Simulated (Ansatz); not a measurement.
# Pb(111) with 4 thermally displaced layers, 2x2: scattering by thermal displacements, part 2 of 2

How much do lattice vibrations at 300 K scatter the electrons of Pb? Layers with random displacements are laid between perfect leads, and the resistance is followed against their length. The measured value for the pure metal at this temperature is 21.3 µΩ cm (CRC Handbook of Chemistry and Physics, 84th ed., 2003, Electrical Resistivity of Pure Metals).

Ansatz 0.2.0; Ansatz plane-wave DFT, PBE, PAW files; ballistic transport by layer matching (Landauer), zero bias; PAW set soft_1.

So far, open channels per spin nearest the Fermi level: step 2 (with 4 displaced layers) 4.89.

### Step 3. With 8 displaced layers

Each atom of 8 layers is moved at random, by amounts drawn from a normal law 0.1385 Å wide in each direction from the Debye model (105 K) at 300 K. A fresh draw is used; the growth of the resistance with length is what counts.

System of this step: Pb(111) with 8 thermally displaced layers, 2x2. The cell holds 56 atoms: 56 Pb. Cell: a = 7.001 Å, b = 7.001 Å, c = 40.068 Å, α = 87.5°, β = 92.5°, γ = 120.0°. It derives from Pb. Regions: lead, 24 atoms (24 Pb); scattering region, 32 atoms (32 Pb). The structure is stacked along c, and the current runs across the ab planes.

File input.yaml:

```yaml
crystal:
  lattice:
    - [7.0014885046, 0.0, 0.0]
    - [-3.5007442523, 6.0634669093, 0.0]
    - [-1.7503721261, 1.0105778182, 40.0168399779]
  atoms:
    - { symbol: Pb, position: [0.005952381, 0.994047619, 0.0357142857] }
    - { symbol: Pb, position: [0.005952381, 0.494047619, 0.0357142857] }
    - { symbol: Pb, position: [0.505952381, 0.994047619, 0.0357142857] }
    - { symbol: Pb, position: [0.505952381, 0.494047619, 0.0357142857] }
    - { symbol: Pb, position: [0.1845238095, 0.3154761905, 0.1071428571] }
    - { symbol: Pb, position: [0.1845238095, 0.8154761905, 0.1071428571] }
    - { symbol: Pb, position: [0.6845238095, 0.3154761905, 0.1071428571] }
    - { symbol: Pb, position: [0.6845238095, 0.8154761905, 0.1071428571] }
    - { symbol: Pb, position: [0.3630952381, 0.1369047619, 0.1785714286] }
    - { symbol: Pb, position: [0.3630952381, 0.6369047619, 0.1785714286] }
    - { symbol: Pb, position: [0.8630952381, 0.1369047619, 0.1785714286] }
    - { symbol: Pb, position: [0.8630952381, 0.6369047619, 0.1785714286] }
    - { symbol: Pb, position: [0.0925236708, 0.9881618265, 0.2512367189] }
    - { symbol: Pb, position: [0.0180957361, 0.4578529858, 0.2522717388] }
    - { symbol: Pb, position: [0.5209447151, 0.9671092884, 0.2514875481] }
    - { symbol: Pb, position: [0.5415301212, 0.4316718394, 0.2477101709] }
    - { symbol: Pb, position: [0.1992511687, 0.2520425421, 0.3274476732] }
    - { symbol: Pb, position: [0.2140371469, 0.7874241137, 0.3205337783] }
    - { symbol: Pb, position: [0.7669993896, 0.309551296, 0.3236202952] }
    - { symbol: Pb, position: [0.6776444869, 0.780555836, 0.323794475] }
    - { symbol: Pb, position: [0.4126612495, 0.0860277383, 0.3991622333] }
    - { symbol: Pb, position: [0.3656786566, 0.58554307, 0.3960928937] }
    - { symbol: Pb, position: [0.9227540066, 0.1468128053, 0.3935095156] }
    - { symbol: Pb, position: [0.8813451573, 0.5931969229, 0.3890812197] }
    - { symbol: Pb, position: [0.0596443187, 0.9366813278, 0.466296845] }
    - { symbol: Pb, position: [0.0953426166, 0.4044110079, 0.4701308893] }
    - { symbol: Pb, position: [0.5894255854, 0.958825321, 0.4627880541] }
    - { symbol: Pb, position: [0.5662814371, 0.4277288054, 0.4678550691] }
    - { symbol: Pb, position: [0.2516771383, 0.231448741, 0.5310729801] }
    - { symbol: Pb, position: [0.2345434646, 0.7549571756, 0.5391391986] }
    - { symbol: Pb, position: [0.7409381303, 0.2190075225, 0.5387354577] }
    - { symbol: Pb, position: [0.7228437247, 0.7274042485, 0.5378633249] }
    - { symbol: Pb, position: [0.3940959962, 0.074635642, 0.6051300826] }
    - { symbol: Pb, position: [0.4359373208, 0.5636307334, 0.6078422762] }
    - { symbol: Pb, position: [0.9404131181, 0.0473368305, 0.6120601811] }
    - { symbol: Pb, position: [0.9591913407, 0.5840736949, 0.6111738818] }
    - { symbol: Pb, position: [0.1383547475, 0.9061384074, 0.6788330211] }
    - { symbol: Pb, position: [0.082889924, 0.3842643928, 0.6759085147] }
    - { symbol: Pb, position: [0.5875789727, 0.8931352724, 0.6766039569] }
    - { symbol: Pb, position: [0.5809719562, 0.3629296765, 0.6795002888] }
    - { symbol: Pb, position: [0.3138539023, 0.2385439171, 0.7499518481] }
    - { symbol: Pb, position: [0.328948629, 0.7396951886, 0.7539801609] }
    - { symbol: Pb, position: [0.7591109223, 0.2361983909, 0.7511752588] }
    - { symbol: Pb, position: [0.8045080552, 0.7165907463, 0.7513245354] }
    - { symbol: Pb, position: [0.4702380952, 0.0297619048, 0.8214285714] }
    - { symbol: Pb, position: [0.4702380952, 0.5297619048, 0.8214285714] }
    - { symbol: Pb, position: [0.9702380952, 0.0297619048, 0.8214285714] }
    - { symbol: Pb, position: [0.9702380952, 0.5297619048, 0.8214285714] }
    - { symbol: Pb, position: [0.1488095238, 0.8511904762, 0.8928571429] }
    - { symbol: Pb, position: [0.1488095238, 0.3511904762, 0.8928571429] }
    - { symbol: Pb, position: [0.6488095238, 0.8511904762, 0.8928571429] }
    - { symbol: Pb, position: [0.6488095238, 0.3511904762, 0.8928571429] }
    - { symbol: Pb, position: [0.3273809524, 0.1726190476, 0.9642857143] }
    - { symbol: Pb, position: [0.3273809524, 0.6726190476, 0.9642857143] }
    - { symbol: Pb, position: [0.8273809524, 0.1726190476, 0.9642857143] }
    - { symbol: Pb, position: [0.8273809524, 0.6726190476, 0.9642857143] }
kpoints:
  mp_grid: { grid: [4, 4, 1] }
hamiltonian:
  xc: pbe
  pseudopotentials: { kind: paw, azcp: { folder: soft_1 } }
scf:
  occupations: { method: fermi_dirac, width: 0.1 }
output:
  transmission: { leads: [[0, 4]], kmesh: [8, 8], e_range: [-0.05, 0.05], de: 0.05 }
  write_potential: true
  write_density: true
  volumetric_format: npy
```

The run is started by

```bash
> ansatz run input.yaml --threads 4 --pin off --max-ram 15360MiB --backend cpu --events-out ev --progress --plain --runs-dir out
```

Numbers of over 12 decimals in the logs are rounded to 6 here.

Log:

```text
[...]
Crystal: 56 atoms, lattice volume = 1698.847 Å³
Basis set: ecut = 420 eV, 33213 PW (Γ)
Bands: 471, of which v1, the nominal top of the filled ones, is band 392 counted from 1 (391 counted from 0)
Symmetry: 1 space group operations
[...]
k-points: 10 of 16 (time reversal used)
[...]
SCF iter   1: F=—  HF=-666892.869051 eV  |F-HF|=—  |Δ(HF+E_count)|=         —  Δρ=8.28e-3  dr2=2.29e0  ethr=3.10e-3  ⟨swp⟩=7.0  Hψ=18642  notcnv=0  defer=116
[...]
SCF iter   9: F=-666892.275070 eV  HF=-666892.275070 eV  |F-HF|=3.86e-8  |Δ(HF+E_count)|=   2.29e-8  Δρ=8.63e-7  dr2=5.06e-8  ethr=1.28e-11  ⟨swp⟩=12.0  Hψ=22311  notcnv=0
SCF 1 converged in 9 iterations: F = -666892.275070 eV  dr2 = 5.06e-8
[...]
transmission: 171 of 1700 steps passed
transmission: 348 of 1700 steps passed
[...]
transmission: 1700 of 1700 steps passed
SCF converged after 9 iterations
Free energy (F): -666892.275070 eV
[...]
Internal energy: -666891.344239 eV  (E = F + TS)
E sigma→0 (E₀):  -666891.809654 eV
Entropy (-TS):   -0.930831 eV (-16.622 meV/atom)
Fermi energy:    11.171957 eV
[...]
--- Band table (eV; the first three rows and the last of 10) ---
  k-point 0: bands = [... 388 lower, 11.5878, 11.6772, 11.7253, 11.7727, 11.7979, 11.9220, 12.0542, 12.1051, ... 75 higher]
  k-point 1: bands = [... 388 lower, 10.9968, 11.0646, 11.1151, 11.1994, 11.4149, 11.5936, 11.7214, 11.7632, ... 75 higher]
  k-point 2: bands = [... 388 lower, 10.9993, 11.0340, 11.1109, 11.1336, 11.2212, 11.2560, 11.3075, 11.3390, ... 75 higher]
  k-point 9: bands = [... 388 lower, 10.9825, 11.0575, 11.1635, 11.2134, 11.2334, 11.3021, 11.3594, 11.3752, ... 75 higher]
--- Transmission ---
  basis      : 367 plane waves across, 50 finite elements along
  points     : 34, standing for a mesh of 8 x 8
[...]
channels       : 5.171875e0 a spin
[...]
junction   : crystal 0 to crystal 0, 2.86 to 40.02 Å
    transmission   : 3.641486e0 a spin
[...]
```

The job ended after 23 min (4 threads of Arm Neoverse V2, shared host; peak memory 9.2 GiB; 77 min of CPU time).

This step gave:

```
free energy                                    : -666892.2751 eV
energy at zero smearing                        : -666891.8097 eV
Fermi energy                                   : 11.17 eV
transmission per spin nearest the Fermi level  : 3.641
open channels per spin nearest the Fermi level : 5.172
step of the lead's potential                   : 8.8 meV
```

Per spin. The transmission, zone mean by energy, zero at the Fermi level:

```
energy (eV)  transmission, zone mean
    -0.0500                     3.51
     0.0000                     3.64
     0.0500                     3.69
```

Over the solved energies the transmission per spin lies between 3.51 and 3.69, out of 5.08 channels of the lead on average (up to 5.17).

### Step 4. With 12 displaced layers

Each atom of 12 layers is moved at random, by amounts drawn from a normal law 0.1385 Å wide in each direction from the Debye model (105 K) at 300 K. A fresh draw is used; the growth of the resistance with length is what counts.

System of this step: Pb(111) with 12 thermally displaced layers, 2x2. The cell holds 72 atoms: 72 Pb. Its edges and angles: a = 7.001 Å, b = 7.001 Å, c = 51.450 Å, α = 90.0°, β = 90.0°, γ = 120.0°. It derives from Pb. Regions: lead, 24 atoms (24 Pb); scattering region, 48 atoms (48 Pb). The structure is stacked along c, and the current runs across the ab planes.

File input.yaml:

```yaml
crystal:
  lattice:
    - [7.0014885046, 0.0, 0.0]
    - [-3.5007442523, 6.0634669093, 0.0]
    - [0.0, 0.0, 51.4502228287]
  atoms:
    - { symbol: Pb, position: [0.0, 0.0, 0.0277777778] }
    - { symbol: Pb, position: [0.0, 0.5, 0.0277777778] }
    - { symbol: Pb, position: [0.5, 0.0, 0.0277777778] }
    - { symbol: Pb, position: [0.5, 0.5, 0.0277777778] }
    - { symbol: Pb, position: [0.1666666667, 0.3333333333, 0.0833333333] }
    - { symbol: Pb, position: [0.1666666667, 0.8333333333, 0.0833333333] }
    - { symbol: Pb, position: [0.6666666667, 0.3333333333, 0.0833333333] }
    - { symbol: Pb, position: [0.6666666667, 0.8333333333, 0.0833333333] }
    - { symbol: Pb, position: [0.3333333333, 0.1666666667, 0.1388888889] }
    - { symbol: Pb, position: [0.3333333333, 0.6666666667, 0.1388888889] }
    - { symbol: Pb, position: [0.8333333333, 0.1666666667, 0.1388888889] }
    - { symbol: Pb, position: [0.8333333333, 0.6666666667, 0.1388888889] }
    - { symbol: Pb, position: [0.0022190556, 0.9918030633, 0.1893261767] }
    - { symbol: Pb, position: [0.9886679361, 0.4816442051, 0.1973517136] }
    - { symbol: Pb, position: [0.4952418546, 0.0019064275, 0.1921577227] }
    - { symbol: Pb, position: [0.4897689726, 0.4997366055, 0.1904465444] }
    - { symbol: Pb, position: [0.1714025075, 0.3309108332, 0.246808625] }
    - { symbol: Pb, position: [0.12509189, 0.8450505246, 0.24919905] }
    - { symbol: Pb, position: [0.6534872379, 0.3279399848, 0.2548890606] }
    - { symbol: Pb, position: [0.6666707942, 0.8353115621, 0.2459975306] }
    - { symbol: Pb, position: [0.3763920671, 0.1876204479, 0.3084272199] }
    - { symbol: Pb, position: [0.3447436032, 0.6876014192, 0.3065539622] }
    - { symbol: Pb, position: [0.8437233667, 0.1631908523, 0.3015885735] }
    - { symbol: Pb, position: [0.8315869911, 0.6224756565, 0.3049097639] }
    - { symbol: Pb, position: [0.9840463302, 0.9761829434, 0.3627613373] }
    - { symbol: Pb, position: [0.9910491406, 0.4900227104, 0.3625102696] }
    - { symbol: Pb, position: [0.5064349033, 0.0317218132, 0.3620570555] }
    - { symbol: Pb, position: [0.4684166564, 0.4555964725, 0.3575912821] }
    - { symbol: Pb, position: [0.1875846616, 0.3321776272, 0.4159046331] }
    - { symbol: Pb, position: [0.1845209613, 0.8040399234, 0.4150903637] }
    - { symbol: Pb, position: [0.6640150527, 0.346724226, 0.414880756] }
    - { symbol: Pb, position: [0.6362048336, 0.7966745979, 0.4186297169] }
    - { symbol: Pb, position: [0.3438377394, 0.1557870755, 0.4726618531] }
    - { symbol: Pb, position: [0.3023790898, 0.6558912998, 0.4759309891] }
    - { symbol: Pb, position: [0.86240016, 0.219431228, 0.4701034862] }
    - { symbol: Pb, position: [0.8425779688, 0.662201664, 0.4737451258] }
    - { symbol: Pb, position: [0.9934489908, 0.987183241, 0.5254425798] }
    - { symbol: Pb, position: [0.0597582986, 0.4982335775, 0.5223499182] }
    - { symbol: Pb, position: [0.4949142796, 0.0154852122, 0.5264320008] }
    - { symbol: Pb, position: [0.5383540318, 0.52289298, 0.527367757] }
    - { symbol: Pb, position: [0.1458530316, 0.3103854792, 0.5814493674] }
    - { symbol: Pb, position: [0.1512832797, 0.8608395861, 0.5876147182] }
    - { symbol: Pb, position: [0.6283284193, 0.306345812, 0.5785733685] }
    - { symbol: Pb, position: [0.6121315239, 0.7623901681, 0.5802588797] }
    - { symbol: Pb, position: [0.3550370627, 0.1587721256, 0.6411890097] }
    - { symbol: Pb, position: [0.3437675171, 0.7068771522, 0.6394250858] }
    - { symbol: Pb, position: [0.8549243083, 0.2249594569, 0.6380155701] }
    - { symbol: Pb, position: [0.8114850376, 0.6712779292, 0.638784364] }
    - { symbol: Pb, position: [0.0105660326, 0.9789515329, 0.696610347] }
    - { symbol: Pb, position: [0.0092416679, 0.4847512189, 0.6948838171] }
    - { symbol: Pb, position: [0.510356025, 0.0535740522, 0.6925492468] }
    - { symbol: Pb, position: [0.4788679665, 0.4756581698, 0.6935128561] }
    - { symbol: Pb, position: [0.1753179118, 0.3508682611, 0.7483568699] }
    - { symbol: Pb, position: [0.1468173031, 0.8009832549, 0.7477730398] }
    - { symbol: Pb, position: [0.7330623827, 0.3571134617, 0.7478967905] }
    - { symbol: Pb, position: [0.6290747163, 0.81105277, 0.7499416189] }
    - { symbol: Pb, position: [0.3255202648, 0.1496668046, 0.8020927293] }
    - { symbol: Pb, position: [0.3666236443, 0.6769823528, 0.8045474025] }
    - { symbol: Pb, position: [0.8229222294, 0.15457314, 0.797653164] }
    - { symbol: Pb, position: [0.8233962893, 0.642217351, 0.8028568221] }
    - { symbol: Pb, position: [0.0, 0.0, 0.8611111111] }
    - { symbol: Pb, position: [0.0, 0.5, 0.8611111111] }
    - { symbol: Pb, position: [0.5, 0.0, 0.8611111111] }
    - { symbol: Pb, position: [0.5, 0.5, 0.8611111111] }
    - { symbol: Pb, position: [0.1666666667, 0.3333333333, 0.9166666667] }
    - { symbol: Pb, position: [0.1666666667, 0.8333333333, 0.9166666667] }
    - { symbol: Pb, position: [0.6666666667, 0.3333333333, 0.9166666667] }
    - { symbol: Pb, position: [0.6666666667, 0.8333333333, 0.9166666667] }
    - { symbol: Pb, position: [0.3333333333, 0.1666666667, 0.9722222222] }
    - { symbol: Pb, position: [0.3333333333, 0.6666666667, 0.9722222222] }
    - { symbol: Pb, position: [0.8333333333, 0.1666666667, 0.9722222222] }
    - { symbol: Pb, position: [0.8333333333, 0.6666666667, 0.9722222222] }
kpoints:
  mp_grid: { grid: [4, 4, 1] }
hamiltonian:
  xc: pbe
  pseudopotentials: { kind: paw, azcp: { folder: soft_1 } }
scf:
  occupations: { method: fermi_dirac, width: 0.1 }
output:
  transmission: { leads: [[0, 4]], kmesh: [8, 8], e_range: [-0.05, 0.05], de: 0.05 }
  write_potential: true
  write_density: true
  volumetric_format: npy
```

Log:

```text
[...]
Crystal: 72 atoms, lattice volume = 2184.231 Å³
Basis set: ecut = 420 eV, 42621 PW (Γ)
Bands: 605, of which v1, the nominal top of the filled ones, is band 504 counted from 1 (503 counted from 0)
Symmetry: 1 space group operations
[...]
k-points: 10 of 16 (time reversal used)
[...]
SCF iter   1: F=—  HF=-857432.794695 eV  |F-HF|=—  |Δ(HF+E_count)|=         —  Δρ=8.44e-3  dr2=4.42e0  ethr=3.10e-3  ⟨swp⟩=7.0  Hψ=23892  notcnv=0  defer=160
[...]
SCF iter   9: F=-857432.016499 eV  HF=-857432.016499 eV  |F-HF|=6.18e-8  |Δ(HF+E_count)|=   7.22e-9  Δρ=7.67e-7  dr2=7.37e-8  ethr=9.92e-12  ⟨swp⟩=10.4  Hψ=28536  notcnv=0
SCF 1 converged in 9 iterations: F = -857432.016499 eV  dr2 = 7.37e-8
[...]
transmission: 222 of 2176 steps passed
transmission: 441 of 2176 steps passed
[...]
transmission: 2176 of 2176 steps passed
SCF converged after 9 iterations
Free energy (F): -857432.016499 eV
[...]
Internal energy: -857430.919630 eV  (E = F + TS)
E sigma→0 (E₀):  -857431.468064 eV
Entropy (-TS):   -1.096869 eV (-15.234 meV/atom)
Fermi energy:    11.200528 eV
[...]
--- Band table (eV; the first three rows and the last of 10) ---
  k-point 0: bands = [... 500 lower, 11.6049, 11.6321, 11.6740, 11.7066, 11.8203, 11.8292, 11.8789, 11.9791, ... 97 higher]
  k-point 1: bands = [... 500 lower, 10.9998, 11.1960, 11.2732, 11.3655, 11.4110, 11.4479, 11.4823, 11.6055, ... 97 higher]
  k-point 2: bands = [... 500 lower, 11.0811, 11.1019, 11.1833, 11.1911, 11.2157, 11.2329, 11.2714, 11.2787, ... 97 higher]
  k-point 9: bands = [... 500 lower, 11.0519, 11.1178, 11.1498, 11.1917, 11.2108, 11.2489, 11.2853, 11.3026, ... 97 higher]
--- Transmission ---
  basis      : 367 plane waves across, 64 finite elements along
  points     : 34, standing for a mesh of 8 x 8
[...]
channels       : 5.171875e0 a spin
[...]
junction   : crystal 0 to crystal 0, -0.00 to 48.59 Å
    transmission   : 3.064918e0 a spin
[...]
```

It took 36 min on 4 threads; peak memory 10 GiB; 2 h of CPU time.

This step gave:

| Quantity | Value |
| --- | --- |
| free energy | -857432.0165 eV |
| energy at zero smearing | -857431.4681 eV |
| Fermi energy | 11.20 eV |
| transmission per spin nearest the Fermi level | 3.065 |
| step of the lead's potential | 10.8 meV |

Per spin. Transmission, zone mean against energy, zero at the Fermi level:

```
energy (eV)  transmission, zone mean
    -0.0500                     3.01
     0.0000                     3.06
     0.0500                     3.10
```

Over the solved energies the transmission per spin lies between 3.01 and 3.10, out of 5.23 channels of the lead on average (up to 5.36).

### Step 5. Resistance against length

This step: Ansatz plane-wave DFT, PBE, PAW files; ballistic transport by layer matching (Landauer), zero bias; resistivity from the slope of the area resistance; PAW set soft_1 (Ansatz 0.2.0).

Numbers from this step:

* resistivity: 20.35 µΩ cm
* intercept: 0.02196 fΩ m²
* scatter about the fit: 0.03543 fΩ m²

Resistance, by row:

```
run  length (Å)      T  channels N  RA (fΩ m²)
 n4       11.43  3.973       4.984      0.2797
 n8       22.87  3.614       5.078      0.4372
n12        34.3  3.058       5.234       0.745
```

Area resistance against length of the displaced region:

```
length of the displaced region (Å)  area resistance (fΩ m²)
                             11.43                    0.280
                             22.87                    0.437
                             34.30                    0.745
```

The area resistance goes from 0.28 to 0.75 fΩ m² between 11 and 34.3 Å, a slope of 20 µΩ cm.

By hand from the end points: (0.7450 − 0.2797) fΩ m² / (34.30 − 11.4) Å = 20 µΩ cm, since 1 fΩ m² per Å is 1000 µΩ cm.

### Step 6. What came out

```
resistivity from the slope  : 20.3 µΩ cm
area resistance over 11.4 Å : 0.280 fΩ m²
area resistance over 22.9 Å : 0.437 fΩ m²
area resistance over 34.3 Å : 0.745 fΩ m²
```

In words: The slope gives 20 µΩ cm. The points scatter by 0.035 fΩ m² about the line, with one random draw a length in a 2x2 cell, so the slope is a rough value. The mean square of the displacements drawn is 0.78, 0.99 and 1.2 of the nominal one at the three lengths; with each resistance scaled back by that, the slope is 12 µΩ cm, the value used below. The lead's own channel count moves between the runs (4.98, 5.08 and 5.23), which shifts RA and the slope too. Read with a model of isotropic scattering on a spherical Fermi surface and the lead's 0.91×10¹⁵ S/m², this slope means a mean free path near 75 Å; over these lengths the model's slope is 1.09 times its bulk resistivity, which would be 11 µΩ cm. Uncorrelated displacements put too much weight on short waves, which scatter strongly; with the sideways repeat of a small cell, one draw and three short lengths, the method is good to a factor of two or three. The measured value is 21.3 µΩ cm (CRC Handbook of Chemistry and Physics, 84th ed., 2003, Electrical Resistivity of Pure Metals); the scaled slope is 0.56 times that and the corrected value 0.52: low. Spin-orbit coupling is left out, which matters for Pb.

[Logs are printed without paths, hosts, clocks, repeated set-up lines and the standing remarks that a program may print on its own settings, such as how far it seeks lower states.]

[Hosts, paths, dates, database ids (printed as entryN), source tags and the programs' standing remarks are cut or masked in the printed files.]
